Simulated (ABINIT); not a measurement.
**GaP (F-43m): G0W0 with and without spin-orbit coupling**

Is the spin-orbit change of the gap of GaP (F-43m) the same in DFT and in GW?

Program: ABINIT 10.8.3. Level of theory: PBE and many-body steps on it, plane waves. Results are calculated unless marked as measured.

Most raw output is cut from this account.

### 1. The starting structure

Symmetry: F-43m, No. 216, cubic system. The conventional cell has a = 5.450 Å, b = 5.450 Å, c = 5.450 Å, α = 90.00°, β = 90.00°, γ = 90.00°. Nearest to Ga lie 4 P at 2.36 Å. P has 4 Ga at 2.36 Å nearest. Farther neighbours are not listed.

Coordinates:

```cif
data_structure
_symmetry_space_group_name_H-M 'F-43m'
_symmetry_Int_Tables_number 216
_cell_length_a 5.4505
_cell_length_b 5.4505
_cell_length_c 5.4505
_cell_angle_alpha 90.000
_cell_angle_beta 90.000
_cell_angle_gamma 90.000
_cell_volume 161.92
loop_
_atom_site_label
_atom_site_type_symbol
_atom_site_symmetry_multiplicity
_atom_site_Wyckoff_symbol
_atom_site_fract_x
_atom_site_fract_y
_atom_site_fract_z
_atom_site_occupancy
Ga1 Ga 4 a 0.00000 0.00000 0.00000 1
P1 P 4 d 0.25000 0.25000 0.75000 1
```

The cell and positions come from the Crystallography Open Database and are kept as given unless a step says otherwise.

### 2. Empty states on the mesh, 4×4×4 mesh, 40 bands

This step: ABINIT 10.8.3; DFT, PBE, plane waves, norm-conserving pseudopotentials.

The sums over transitions need many empty states on a uniform mesh; this step solves for them.

Contents of run.abi:

```
acell 3*1.0 Angstrom
rprim 
  0.000000000000 2.725250000000 2.725250000000
  2.725250000000 0.000000000000 2.725250000000
  2.725250000000 2.725250000000 0.000000000000
ntypat 2
znucl 31 15
natom 2
typat 1 2
xred 
  0.000000000000 0.000000000000 0.000000000000
  0.250000000000 0.250000000000 0.250000000000
pp_dirpath "pseudos"
pseudos "Ga.upf, P.upf"
ecut 36
ngkpt 4 4 4
nshiftk 1
shiftk 0 0 0
kptopt 1
chksymbreak 0
iscf -2
irdden 1
istwfk *1
nband 40
nbdbuf 4
tolwfr 1e-09
nstep 60
prtvol 0
indata_prefix "in"
outdata_prefix "out"
tmpdata_prefix "tmp"
```

On the command line:

```bash
$ OMP_NUM_THREADS=1 mpirun -n 4 abinit run.abi > log
```

The job ended after 6.2 s (4 MPI ranks of Arm Neoverse V2, shared host; peak memory 0.26 GiB; 24 s of CPU time).

Numbers from this step:

```
gap                                                           : 1.653 eV
k of the valence top                                          : 0, 0, 0
k of the conduction bottom                                    : 0.5, 0.5, 0
least direct gap                                              : 1.817 eV
k points computed                                             : 8
lowest point of the top converged band, above the valence top : 36.05 eV
```

On this mesh the gap is 1.653 eV.

The density comes from a self-consistent run that is not shown.

### 3. Screening, 4×4×4 mesh, 36 bands, screening to 98 eV

The RPA dielectric matrix is built and inverted for each q.

This step: RPA screening on PBE, plane waves, norm-conserving pseudopotentials.

run.abi, as its differences from that of step 2:

```diff
@@ -20,10 +20,11 @@
 chksymbreak 0
-iscf -2
-irdden 1
 istwfk *1
-nband 40
-nbdbuf 4
-tolwfr 1e-09
-nstep 60
-prtvol 0
+occopt 1
+irdwfk 1
+optdriver 3
+nband 36
+ecuteps 3.6
+inclvkb 0
+awtr 1
+symchi 1
 indata_prefix "in"
```

The job ended after 3.8 s (4 MPI ranks; peak memory 0.4 GiB).

This step gave:

| Property | Result |
| --- | --- |
| ε∞ with local fields, on this mesh, along the program's q direction | 17.95 |
| the same without local fields | 19.71 |
| plasma frequency | 24.76 eV |
| plane waves in the screening matrix | 89 |

Local fields lower ε∞ by 9 %. On a Γ-centred mesh this coarse the value itself is usually too large, while a short band sum pulls it down.

### 4. Scalar-relativistic

The self-energy is evaluated for the states that the input lists, and the levels follow from it, in one-shot runs by the linearised quasiparticle equation.

This step: G0W0 on PBE, plane waves, norm-conserving pseudopotentials.

run.abi, as its differences from that of step 3:

```diff
@@ -23,8 +23,17 @@
 irdwfk 1
-optdriver 3
+optdriver 4
 nband 36
+gwcalctyp 0
+ecutsigx 36
+symsigma 1
+nkptgw 2
+kptgw 
+  0.0000000000 0.0000000000 0.0000000000
+  0.5000000000 0.5000000000 0.0000000000
+bdgw 
+  7 13
+  8 11
 ecuteps 3.6
-inclvkb 0
-awtr 1
-symchi 1
+irdscr 1
+ppmodel 1
 indata_prefix "in"
```

The job ended after 2.8 s (4 MPI ranks; peak memory 0.14 GiB).

Numbers from this step:

```
G0W0 gap on the points computed              : 1.981 eV
starting gap on the mesh                     : 1.653 eV
k of the valence top                         : 0, 0, 0
k of the conduction bottom                   : 0.5, 0.5, 0
Z at the valence top                         : 0.783
Z at the conduction bottom                   : 0.808
least direct G0W0 gap on the computed points : 2.378 eV
```

The gap on the mesh goes from 1.65 eV to 1.98 eV, a correction of +0.33 eV.

### 5. Empty states on the mesh, 4×4×4 mesh, 78 bands

This step: DFT, PBE with spin-orbit coupling, plane waves, norm-conserving pseudopotentials.

run.abi, as its differences from that of step 4:

```diff
@@ -15,2 +15,3 @@
 ecut 36
+nspinor 2
 ngkpt 4 4 4
@@ -20,20 +21,10 @@
 chksymbreak 0
+iscf -2
+irdden 1
 istwfk *1
-occopt 1
-irdwfk 1
-optdriver 4
-nband 36
-gwcalctyp 0
-ecutsigx 36
-symsigma 1
-nkptgw 2
-kptgw 
-  0.0000000000 0.0000000000 0.0000000000
-  0.5000000000 0.5000000000 0.0000000000
-bdgw 
-  7 13
-  8 11
-ecuteps 3.6
-irdscr 1
-ppmodel 1
+nband 78
+nbdbuf 6
+tolwfr 1e-09
+nstep 60
+prtvol 0
 indata_prefix "in"
```

The job ended after 31 s (4 MPI ranks; peak memory 0.33 GiB; 2 min of CPU time).

Numbers from this step:

```yaml
gap: 1.624 eV
k_of_the_valence_top: 0, 0, 0
k_of_the_conduction_bottom: 0.5, 0.5, 0
least_direct_gap: 1.791 eV
k_points_computed: 8
lowest_point_of_the_top_converged_band_above_the_valence_top: 36.01 eV
```

On this mesh the gap is 1.624 eV.

The density comes from a self-consistent run that is not shown, made with spin-orbit coupling and fully relativistic files.

### 6. Screening, 4×4×4 mesh, 72 bands, screening to 98 eV

This step: RPA screening on PBE with spin-orbit coupling, plane waves, norm-conserving pseudopotentials.

run.abi, as its differences from that of step 5:

```diff
@@ -21,10 +21,11 @@
 chksymbreak 0
-iscf -2
-irdden 1
 istwfk *1
-nband 78
-nbdbuf 6
-tolwfr 1e-09
-nstep 60
-prtvol 0
+occopt 1
+irdwfk 1
+optdriver 3
+nband 72
+ecuteps 3.6
+inclvkb 0
+awtr 1
+symchi 1
 indata_prefix "in"
```

It took 23 s on 4 MPI ranks; peak memory 0.83 GiB.

This step gave:

```yaml
eps_infinity_with_local_fields_on_this_mesh_along_the_program_s_q_direction: 17.92
the_same_without_local_fields: 19.69
plasma_frequency: 24.76 eV
plane_waves_in_the_screening_matrix: 89
```

### 7. With spin-orbit coupling

This step: G0W0 on PBE with spin-orbit coupling, plane waves, norm-conserving pseudopotentials.

run.abi, as its differences from that of step 6:

```diff
@@ -24,8 +24,17 @@
 irdwfk 1
-optdriver 3
+optdriver 4
 nband 72
+gwcalctyp 0
+ecutsigx 36
+symsigma 0
+nkptgw 2
+kptgw 
+  0.0000000000 0.0000000000 0.0000000000
+  0.5000000000 0.5000000000 0.0000000000
+bdgw 
+  15 22
+  15 22
 ecuteps 3.6
-inclvkb 0
-awtr 1
-symchi 1
+irdscr 1
+ppmodel 1
 indata_prefix "in"
```

Elapsed: 31 s, on 4 MPI ranks; peak memory 0.9 GiB.

This step gave:

```
G0W0 gap on the points computed              : 1.953 eV
starting gap on the mesh                     : 1.624 eV
k of the valence top                         : 0, 0, 0
k of the conduction bottom                   : 0.5, 0.5, 0
Z at the valence top                         : 0.783
Z at the conduction bottom                   : 0.808
least direct G0W0 gap on the computed points : 2.352 eV
```

Against G0W0 in ABINIT (4×4×4 mesh, 36 bands, screening to 98 eV, Godby-Needs plasmon pole), the gap moves by −0.028 eV.

### 8. The runs together

Times are wall times on 4 MPI ranks of Arm Neoverse V2, shared host, good to a factor of about two. A run's time includes the screening step that it read.

```csv
run,mesh,bands,screening cutoff (eV),DFT gap (eV),gap on the mesh (eV),direct (eV),ε∞ used,time
scalar-relativistic,4×4×4,36,98,1.653,1.981,2.378,17.95,6.5 s
with spin-orbit coupling,4×4×4,72,98,1.624,1.953,2.352,17.92,54 s
```

### 9. What came out

| Item | Value |
| --- | --- |
| scalar-relativistic | 1.981 eV |
| with spin-orbit coupling | 1.953 eV |
| known limits | not at the basis limit; exchange with frozen shells missing; screening head approximate; no spin-orbit coupling in some runs; coarse k mesh |

**Reading.** With spin-orbit coupling: −0.028 eV against scalar-relativistic, −0.028 eV of it in the start. Bands and cutoff are finite, so the gap is not at the basis limit. The miss can reach some tenths of an eV and take either sign; the mesh is an error of its own. In the first G0W0 run levels were corrected at 2 k points alone, so a gap called «on the mesh» is the least over those, and an edge elsewhere would be missed. The 4×4×4 mesh is coarse for this cell, which bears on the long-range parts of exchange and screening. The norm-conserving file of at least one element keeps a d shell over frozen s and p shells of the same row. Exchange with those shells is missing from the self-energy, an error of 0.3 to 0.9 eV in cases checked, whose sign depends on which edge lies on those atoms. The long-wavelength limit of the screening leaves out the non-local commutator, which shifts ε∞.

[Paths, hosts, dates, memory and timing lines, banners, echoed tables and standing remarks are left out of the program output.]

[Logs are printed without paths, hosts, clocks, repeated set-up lines and the standing remarks that a program may print on its own settings, such as how far it seeks lower states.]

[Runs of the session that timed out or met a known fault of the program may be left out.]

[No measured gap is set beside runs whose start may be inverted or whose files or cutoffs have a known fault.]

[Hosts, paths, dates, database ids (printed as entryN), source tags and the programs' standing remarks are cut or masked in the printed files.]

[G0W0 gaps are taken among the corrected bands and points alone; a level outside them can change the order at an edge.]

[Where Ansatz stands beside ABINIT at settings called matched, ABINIT's density can come from a denser mesh and the files from another edition; pairs whose starting gaps differed by over 0.03 eV were left out, so agreement reads better than it is.]
